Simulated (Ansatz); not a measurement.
# A thicker film of BaTiO3 (001), BaO faces from two thinner ones

In a field along its normal an insulating film takes a dipole p. Written as a length, p/(ε₀AE), it should grow by 1 − 1/ε for each ångström added.

How it was computed: Ansatz 0.2.0, plane waves with PAW datasets (its set soft_2), PBE; perovskite films relaxed at a bulk in-plane lattice constant near the measured one, then held in weak fields of both signs with a dipole correction (A is the cell's area, E the outer field).

| run | distance between the outer atoms (Å) | p/(ε₀AE) (Å) |
| --- | --- | --- |
| 2 units | 7.987 | 9.282 |
| 3 units | 12.026 | 12.675 |
| 5 units | 20.095 | ? |

Q: Estimate the withheld value from the rows shown.

Two rows fix a line: slope = (12.675 − 9.282) / (12.026 − 7.987) = 0.8401, intercept 2.5720. That slope means ε = 1/(1 − 0.8401) = 6.25. At 20.095 it gives 0.8401 × 20.095 + 2.5720 = 19.454 Å, beyond the rows fitted. Rounding of the rows alone allows about ±0.005 Å there; two rows can't show whether the line holds.

The run itself gives 19.524 Å: a miss of +0.070 Å, or 0.4 % of the value. The length is met to within 1 %, though ε is more sensitive than the length: the two thickest films give ε = 6.61.

Caveats: This is the electronic response alone. A unit is one step of the cut along the normal (a plane, a pair of planes or a cell), and the layers relax along it, away from their bulk spacing where the functional's lattice constant differs from the one held.
